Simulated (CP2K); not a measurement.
Two runs for the C K edge of methoxypyrazine. Run A: CP2K XAS_TDP, all-electron GAPW, PBEh(45%), aug-cc-pVDZ, TDA, no relativity. Run B differs in one setting.

First lines with a strength over 0.0015. A:

| atom | energy (eV) | states | strength, one atom |
| --- | --- | --- | --- |
| C1 (bonded to O and 3 H) | 284.95 | 1 | 0.0437 |
|  | 285.70 | 1 | 0.0049 |
|  | 286.10 | 1 | 0.0239 |
|  | 286.24 | 1 | 0.0182 |
|  | 286.87 | 1 | 0.0043 |
| C3 (bonded to C, N and O) | 283.35 | 1 | 0.0602 |
|  | 284.93 | 1 | 0.0052 |
|  | 287.93 | 1 | 0.0111 |
|  | 288.24 | 1 | 0.0069 |
|  | 289.23 | 1 | 0.0027 |
| C4 (bonded to C, N and H) | 281.50 | 1 | 0.0472 |
|  | 283.92 | 1 | 0.0051 |
|  | 285.56 | 1 | 0.0104 |
|  | 286.29 | 1 | 0.0054 |
|  | 286.83 | 1 | 0.0025 |
| C6 (bonded to C, N and H) | 281.95 | 1 | 0.0508 |
|  | 282.98 | 1 | 0.0029 |
|  | 285.11 | 1 | 0.0114 |
|  | 286.11 | 1 | 0.0029 |
|  | 286.60 | 1 | 0.0023 |
| C7 (bonded to C, N and H) | 281.66 | 1 | 0.0537 |
|  | 283.91 | 1 | 0.0030 |
|  | 285.37 | 1 | 0.0126 |
|  | 286.39 | 1 | 0.0027 |
|  | 286.81 | 1 | 0.0029 |

B:

| atom | energy (eV) | states | strength, one atom |
| --- | --- | --- | --- |
| C1 (bonded to O and 3 H) | 285.14 | 1 | 0.0572 |
|  | 285.73 | 1 | 0.0036 |
|  | 287.06 | 1 | 0.0479 |
|  | 287.44 | 1 | 0.0479 |
|  | 291.45 | 1 | 0.0026 |
| C3 (bonded to C, N and O) | 283.42 | 1 | 0.0600 |
|  | 285.04 | 1 | 0.0048 |
|  | 288.68 | 1 | 0.0361 |
|  | 290.18 | 1 | 0.0112 |
|  | 290.43 | 1 | 0.0041 |
| C4 (bonded to C, N and H) | 281.51 | 1 | 0.0469 |
|  | 283.92 | 1 | 0.0050 |
|  | 287.02 | 1 | 0.0335 |
|  | 288.58 | 1 | 0.0034 |
|  | 288.61 | 1 | 0.0087 |
| C6 (bonded to C, N and H) | 281.94 | 1 | 0.0504 |
|  | 283.03 | 1 | 0.0025 |
|  | 286.64 | 1 | 0.0325 |
|  | 288.55 | 1 | 0.0110 |
|  | 288.62 | 1 | 0.0078 |
| C7 (bonded to C, N and H) | 281.66 | 1 | 0.0534 |
|  | 283.96 | 1 | 0.0028 |
|  | 286.84 | 1 | 0.0339 |
|  | 288.79 | 1 | 0.0135 |
|  | 288.91 | 1 | 0.0076 |

Q: Which was it: the functional, the basis, scalar relativity switched on, GW2X switched on?

The basis (basis from aug-cc-pVDZ to 6-31G*; the lines alone don't name the new value). A basis moves diffuse and continuum lines far more than the leading valence line. Against PBEh(45%) in aug-cc-pVDZ, the leading lines move by +0.19 eV (C1, to 285.14), +0.07 eV (C3, to 283.42), +0.01 eV (C4, to 281.51), -0.01 eV (C6, to 281.94) and 0.00 eV (C7, to 281.66); the strength of C1's goes from 0.0437 to 0.0572. The next line of C1 over the strength cut lies 0.59 eV higher, against 0.75.

[Hosts, paths, dates, database ids (printed as entryN), source tags and the programs' standing remarks are cut or masked in the printed files.]
